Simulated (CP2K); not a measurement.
Two runs for the S L₂,₃ edge of hydrogen sulfate. Run A: CP2K XAS_TDP, all-electron GAPW, PBEh(45%), aug-cc-pVDZ, TDA, ZORA, spin–orbit coupling. Run B differs in one setting.

First lines with a strength over 0.0003. A:

| atom | energy (eV) | states | strength, one atom |
| --- | --- | --- | --- |
| S2 (bonded to 4 O) | 169.82 | 2 | 0.0040 |
|  | 169.98 | 1 | 0.0020 |
|  | 170.48 | 1 | 0.0007 |
|  | 170.91 | 2 | 0.0036 |
|  | 171.16 | 1 | 0.0008 |

B:

| atom | energy (eV) | states | strength, one atom |
| --- | --- | --- | --- |
| S2 (bonded to 4 O) | 173.04 | 2 | 0.0039 |
|  | 173.19 | 1 | 0.0021 |
|  | 173.69 | 1 | 0.0006 |
|  | 174.12 | 2 | 0.0036 |
|  | 174.37 | 1 | 0.0007 |

Q: Which was it: the functional, GW2X switched on, the basis?

GW2X switched on. GW2X shifts the lines nearly together; each 2p level gets its own shift. The lowest line over the strength cut lies at 173.04 eV, against 169.82 eV (PBEh(45%), aug-cc-pVDZ).

[Hosts, paths, dates, database ids (printed as entryN), source tags and the programs' standing remarks are cut or masked in the printed files.]
